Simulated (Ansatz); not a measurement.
# Debugging a many-body input for CdWO4 (P2/c)

What is wrong with this input for CdWO4 (P2/c)?

Main program and level: Ansatz 0.2.0; G0W0 on LDA, plane waves, PAW.

## 1. Set-up

It takes space group P2/c (No. 13, monoclinic). The conventional cell has a = 5.040 Å, b = 5.870 Å, c = 5.084 Å, α = 90.00°, β = 91.48°, γ = 90.00°. Cd has 6 O at 2.20 to 2.43 Å nearest. Nearest to W lie 6 O at 1.78 to 2.15 Å. Nearest to O lie 2 W at 1.92 to 2.15 Å and 1 Cd at 2.20 Å. Nearest to O lie 1 W at 1.78 Å and 2 Cd at 2.28 to 2.43 Å. Farther neighbours and most contacts between anions are not listed.

The cell and positions come from the Crystallography Open Database and are kept as given unless a step says otherwise. Spin-orbit coupling is left out unless a step names it. The default PAW set here is soft_2. Its files were made with PBE.

## 2. First try

File input.yaml:

```yaml
crystal:
  lattice:
    - [5.04, 0.0, 0.0]
    - [0.0, 5.8701, 0.0]
    - [-0.1309573182, 0.0, 5.0824131071]
  atoms:
    - { symbol: Cd, position: [0.5, 0.69729, 0.25] }
    - { symbol: Cd, position: [0.5, 0.30271, 0.75] }
    - { symbol: W, position: [0.0, 0.17855, 0.25] }
    - { symbol: W, position: [0.0, 0.82145, 0.75] }
    - { symbol: O, position: [0.2018, 0.0955, 0.9504] }
    - { symbol: O, position: [0.7982, 0.0955, 0.5496] }
    - { symbol: O, position: [0.7982, 0.9045, 0.0496] }
    - { symbol: O, position: [0.2018, 0.9045, 0.4504] }
    - { symbol: O, position: [0.242, 0.3703, 0.3839] }
    - { symbol: O, position: [0.758, 0.3703, 0.1161] }
    - { symbol: O, position: [0.758, 0.6297, 0.6161] }
    - { symbol: O, position: [0.242, 0.6297, 0.8839] }
kpoints:
  mp_grid: { grid: [1, 1, 1] }
hamiltonian:
  xc: lda
scf:
  occupations: { method: fixed }
gw:
  n_empty_bands: 244
  ecut_chi: 80
  qp_bands: [v4, c4]
  qp_kpoints: band_edges
  screening: { model: contour_deformation }
```

Run with:

```sh
> ansatz run input.yaml --threads 4 --pin off --max-ram 18432MiB --backend cpu --events-out ev --progress --plain --runs-dir out
```

Numbers of over 12 decimals in the logs are rounded to 6 here.

Log:

```text
Engine: ansatz 0.2.0, aarch64-unknown-linux-gnu
Pseudopotentials: kind: paw
Pseudopotential: Cd, paw, valence charge 20, recommended cutoff 420 eV (normal), Cd.paw.azcp
Pseudopotential: W, paw, valence charge 14, recommended cutoff 420 eV (normal), W.paw.azcp
Pseudopotential: O, paw, valence charge 6, recommended cutoff 420 eV (normal), O.paw.azcp
Functional definition: SPW92
  exchange = slater_x
  correlation = pw_c
Crystal: 12 atoms, lattice volume = 150.365 Å³
Basis set: ecut = 420 eV, 2943 PW (Γ)
Bands: 70, of which v1, the nominal top of the filled ones, is band 58 counted from 1 (57 counted from 0)
Symmetry: 4 space group operations
Space group: P2/c (ITA 13), of the structure as read, at distance tolerance 5.3e-5 Å
k-points: 1
Non-local potential: Cd, projectors of the file, l = 0: 3, l = 1: 2, l = 2: 2, l = 3: 1
Non-local potential: W, projectors of the file, l = 0: 3, l = 1: 2, l = 2: 2, l = 3: 1
Non-local potential: O, projectors of the file, l = 0: 2, l = 1: 2, l = 2: 1
PAW form: soft (Blöchl's): semilocal exchange-correlation on the pseudo side does not see the compensation charge
PAW frozen core: Cd, regenerated for the run's functional, and the local potential with it (the file was generated under x = pbe(κ = 0.804, μ = 0.219515), c = pbe(β = 0.066725))
PAW frozen core: W, regenerated for the run's functional, and the local potential with it (the file was generated under x = pbe(κ = 0.804, μ = 0.219515), c = pbe(β = 0.066725))
PAW frozen core: O, regenerated for the run's functional, and the local potential with it (the file was generated under x = pbe(κ = 0.804, μ = 0.219515), c = pbe(β = 0.066725))
PAW one-centre angular grid: Cd, 590 points (default); XC on 64 Gauss nodes
PAW one-centre angular grid: W, 590 points (default); XC on 64 Gauss nodes
PAW one-centre angular grid: O, 110 points (default); XC on 64 Gauss nodes
Initial density: superposition of atomic densities (neutral atoms: chi_scale 0, normalization atom), corrected by the library's trained network
Initial wavefunctions: pseudopotential atomic-orbital guess
Functional: x = slater, c = lda
SCF iter   1: F=—  HF=-40939.817714 eV  |F-HF|=—  |Δ(HF+E_count)|=         —  Δρ=2.53e-2  dr2=8.96e-1  ethr=1.77e-3  ⟨swp⟩=4.0  Hψ=231  notcnv=0  defer=9
preconditioner: auto → Resta (q_TF=auto, 2.613 Å⁻¹)  ε∞=6.7  [insulator: Δε(μ)=3.433 eV  Ē_g=11.642 eV  n_scr=40 (ndim 8)  ℏωp=27.8 eV  f_vac=0.057  ε∞_Penn≈6.7]
SCF iter   2: F=—  HF=-40939.650221 eV  |F-HF|=—  |Δ(HF+E_count)|=   1.67e-1  Δρ=9.51e-3  dr2=1.11e-1  ethr=7.72e-4  ⟨swp⟩=2.0  Hψ=107  notcnv=0  defer=7
SCF iter   3: F=—  HF=-40939.628933 eV  |F-HF|=—  |Δ(HF+E_count)|=   2.13e-2  Δρ=3.81e-3  dr2=1.27e-2  ethr=9.54e-5  ⟨swp⟩=2.0  Hψ=106  notcnv=0  defer=9
SCF iter   4: F=—  HF=-40939.625406 eV  |F-HF|=—  |Δ(HF+E_count)|=   3.53e-3  Δρ=1.28e-3  dr2=2.28e-3  ethr=1.10e-5  ⟨swp⟩=3.0  Hψ=123  notcnv=0  defer=10
SCF iter   5: F=—  HF=-40939.624980 eV  |F-HF|=—  |Δ(HF+E_count)|=   4.26e-4  Δρ=3.85e-4  dr2=1.69e-4  ethr=1.97e-6  ⟨swp⟩=2.0  Hψ=103  notcnv=0  defer=9
SCF iter   6: F=—  HF=-40939.624968 eV  |F-HF|=—  |Δ(HF+E_count)|=   1.27e-5  Δρ=1.17e-4  dr2=2.34e-5  ethr=1.46e-7  ⟨swp⟩=2.0  Hψ=82  notcnv=0  defer=5
SCF iter   7: F=—  HF=-40939.624968 eV  |F-HF|=—  |Δ(HF+E_count)|=   2.49e-7  Δρ=3.17e-5  dr2=1.98e-6  ethr=2.02e-8  ⟨swp⟩=2.0  Hψ=86  notcnv=0  defer=5
SCF iter   8: F=—  HF=-40939.624968 eV  |F-HF|=—  |Δ(HF+E_count)|=   2.15e-7  Δρ=7.63e-6  dr2=1.47e-7  ethr=1.70e-9  ⟨swp⟩=2.0  Hψ=85  notcnv=0  defer=5
SCF iter   9: F=-40939.624968 eV  HF=-40939.624968 eV  |F-HF|=1.67e-9  |Δ(HF+E_count)|=   9.44e-9  Δρ=1.85e-6  dr2=8.25e-9  ethr=8.62e-11  ⟨swp⟩=10.0  Hψ=206  notcnv=0
SCF 1 converged in 9 iterations: F = -40939.624968 eV  dr2 = 8.25e-9
[...]
NSCF: frozen V_eff on 1 k-points
G₀W₀ screening: q 1/1
G₀W₀ self-energy: k 1/1
NSCF: frozen V_eff on 1 k-points
NSCF: frozen V_eff on 1 k-points
[...]
SCF converged after 9 iterations
Free energy (F): -40939.624968 eV
Harris-Foulkes:  -40939.624968 eV  (|F-HF|=1.67e-9)
Internal energy: -40939.624968 eV  (E = F + TS)
E sigma→0 (E₀):  -40939.624968 eV
Fermi energy:    8.487326 eV
--- Per-component energies (eV) ---
  E_band       = -1372.970110
  E_kinetic    = 3292.948052
  E_local      = -11335.786692  (includes V_loc(G=0)·N_el)
  E_nonlocal   = 494.512648
  E_hartree    = 4735.477763
  E_xc         = -1451.825903
  E_vxc        = -1654.202971  (∫ρ·V_xc dr)
  E_paw        = -25693.422836  (= ΣΔE_a)
  E_vpaw       = -1641.415563  (= ΣTr[D̂ρ^β])
  E_aug_tail   = 0.019856  (compensation charges beyond the density's cutoff)
  E_ewald      = -10984.422672
  E_core_change = 2.874815  (= ΣΔE_core)
  E_smearing   = -0.000000  (= −TS)
  E_closure    = 0.000000  (closes the sum)
  Σ components = -40939.624968   (vs F -40939.624968, Δ=0.00e0)
--- Band table (eV) ---
  k-point 0: bands = [... 54 lower, 8.1253, 8.2500, 8.4491, 8.4873, 12.1226, 12.5662, 12.5668, 12.7763, ... 8 higher]
--- G₀W₀: contour deformation, 6 samples at zero and on the imaginary axis and 0 off it, 1 q-point, 244 empty bands' worth ---
  eigenvalues of the whole cell's RPA ε∞ on this k-mesh (on a slab, of 1 + 4πα/V) = 4.8905, 4.9838, 5.8142; static W/v taken at q = 0 is 0.190719
  gw.qp_kpoints: band_edges: 1 of 1 stored k-point solved, in 1 pass; an edge of the gap read off the rows below is read off those points alone
    ik  band        ε_KS         Σx   Σc(E_QP)       V_xc       Z   E_QP_lin       E_QP  E_QP is
     0    55      8.1253   -26.7045     5.3704   -21.1041  0.7261     7.8943     7.8953  root
     0    56      8.2500   -26.3745     5.3570   -20.8121  0.7262     8.0438     8.0446  root
     0    57      8.4491   -26.7473     5.4929   -21.0331  0.7263     8.2269     8.2278  root
     0    58      8.4873   -27.8592     5.0502   -22.6316  0.7413     8.3094     8.3099  root
     0    59     12.1226   -14.1973    -4.6515   -20.2226  0.7713    13.5282    13.4964  root
     0    60     12.5662   -15.5594    -4.8866   -21.9171  0.7647    14.0770    14.0373  root
     0    61     12.5668   -14.0619    -4.6616   -20.0574  0.7708    13.9312    13.9006  root
     0    62     12.7763   -13.8062    -4.8166   -19.9390  0.7724    14.1231    14.0925  root
```

Wall time 3.9 s (4 threads of Arm Neoverse V1, shared host); peak memory 0.48 GiB.

Reading the cycles: dr2 is the Hartree energy of the density residual (eV), the measure of convergence; HF is the Harris–Foulkes estimate of the energy, which meets the free energy F at convergence.

Q: What is the fault?

The run ended normally, though the input holds a fault or crude settings.

The fault: G0W0 on a mesh far too coarse. So few points can't sample the density or the screening, and the band edges may lie elsewhere in the zone.

It printed a gap of 5.19 eV, which is an artefact of the settings.

## 3. A better input

G0W0 replaces the xc potential by the self-energy, built once from these orbitals. Only a window of levels is corrected, while the sums run over the empty bands that the input names.

Edit input.yaml of step 2 so:

```diff
@@ -19,3 +19,3 @@
 kpoints:
-  mp_grid: { grid: [1, 1, 1] }
+  mp_grid: { grid: [4, 2, 4] }
 hamiltonian:
@@ -25,4 +25,4 @@
 gw:
-  n_empty_bands: 244
-  ecut_chi: 80
+  n_empty_bands: 321
+  ecut_chi: 96
   qp_bands: [v4, c4]
```

Log:

```text
[...]
Crystal: 12 atoms, lattice volume = 150.365 Å³
Basis set: ecut = 420 eV, 2943 PW (Γ)
Bands: 70, of which v1, the nominal top of the filled ones, is band 58 counted from 1 (57 counted from 0)
[... 1 set-up line as in the run before ...]
[...]
k-points: 20 of 32
[...]
SCF iter   1: F=—  HF=-40940.150740 eV  |F-HF|=—  |Δ(HF+E_count)|=         —  Δρ=2.13e-2  dr2=6.39e-1  ethr=1.77e-3  ⟨swp⟩=4.8  Hψ=4810  notcnv=0  defer=189
[...]
SCF iter   8: F=-40940.003535 eV  HF=-40940.003535 eV  |F-HF|=1.40e-9  |Δ(HF+E_count)|=   6.49e-7  Δρ=6.18e-6  dr2=8.84e-8  ethr=8.62e-11  ⟨swp⟩=8.6  Hψ=5199  notcnv=0
SCF 1 converged in 8 iterations: F = -40940.003535 eV  dr2 = 8.84e-8
[...]
NSCF: frozen V_eff on 20 k-points
G₀W₀ screening: q 1/20
[... further progress lines ...]
[...]
SCF converged after 8 iterations
Free energy (F): -40940.003535 eV
[...]
0    55      8.0815   -26.1448     4.7655   -21.1117  0.7343     7.8127     7.8139  root
     0    56      8.1989   -25.6624     4.6686   -20.7777  0.7345     7.9821     7.9829  root
     0    57      8.4076   -26.0435     4.7884   -21.0226  0.7339     8.1742     8.1751  root
     0    58      8.4604   -27.3092     4.4277   -22.6821  0.7510     8.2604     8.2610  root
     0    59     12.0849   -14.9590    -4.0274   -20.2989  0.7839    13.4204    13.3974  root
     0    60     12.5334   -16.1492    -4.3980   -21.9429  0.7734    13.9604    13.9291  root
     0    61     12.5439   -15.4177    -4.1342   -20.8523  0.7765    13.8700    13.8444  root
     0    62     12.6949   -16.4518    -4.2970   -22.1633  0.7673    14.1436    14.1095  root
[...]
19    59     12.4191   -16.0262    -4.3300   -21.7078  0.7728    13.8001    13.7707  root
    19    60     12.4191   -16.0262    -4.3300   -21.7078  0.7728    13.8001    13.7707  root
    19    61     12.6578   -15.2865    -4.3539   -20.9702  0.7809    14.0147    13.9876  root
    19    62     12.6578   -15.2865    -4.3539   -20.9702  0.7809    14.0147    13.9876  root
[key lines of the parts left out:]
Fermi energy:    8.722883 eV
```

Wall time 7 min (4 threads); peak memory 1.6 GiB; 27 min of CPU time.

Numbers from this step:

```
bands summed                                 : 379
RPA ε∞ on this mesh (eigenvalues)            : 4.721, 5.057, 5.273
plane waves in the screening matrix          : 313
q-points in the mesh                         : 32
G0W0 gap on the mesh                         : 4.449 eV
k of the valence top                         : 0, -0.5, 0
k of the conduction bottom                   : 0, -0.5, 0
starting gap on the mesh                     : 2.974 eV
Z at the valence top                         : 0.7493
Z at the conduction bottom                   : 0.7886
least direct G0W0 gap on the computed points : 4.449 eV
```

The gap on the mesh goes from 2.97 eV to 4.45 eV, a correction of +1.47 eV. Between the two edge states, bare exchange in place of the xc potential would open the gap by 10.37 eV, and correlation takes back 8.89 eV.

## 4. Summary of results

```
first try  : converged after 3.9 s
better run : G0W0 gap on the mesh 4.45 eV (4×2×4 mesh, 321 empty bands, screening to 96 eV)
```

**Reading.** The second run differs in: mesh, empty bands and screening cutoff (eV). Bands and cutoff are finite, so the gap is not at the basis limit. The miss can reach some tenths of an eV and take either sign; the mesh is an error of its own. The 4×2×4 mesh is coarse for this cell (its supercell is 12 Å along the shortest edge). The RPA ε∞ on it, from the LDA start, is 4.72, 5.06 and 5.27; such meshes misread the long-range screening, most where the gap is narrow. A d shell, filled or nearly so, lies near the gap. One-shot GW converges very slowly in bands there, not always from below, and on a semilocal start the gap tends to come out low; starts rich in exact exchange can overshoot instead. The many-body steps are scalar-relativistic: spin-orbit coupling is not in them.

[Paths, hosts, dates, memory and timing lines, banners, echoed tables and standing remarks are left out of the program output.]

[Logs are printed without paths, hosts, clocks, repeated set-up lines and the standing remarks that a program may print on its own settings, such as how far it seeks lower states.]

[Runs of the session that timed out or met a known fault of the program may be left out.]

[Cells called generated may have been cut or substituted from an entry of the Crystallography Open Database or the Materials Project.]

[Hosts, paths, dates, database ids (printed as entryN), source tags and the programs' standing remarks are cut or masked in the printed files.]
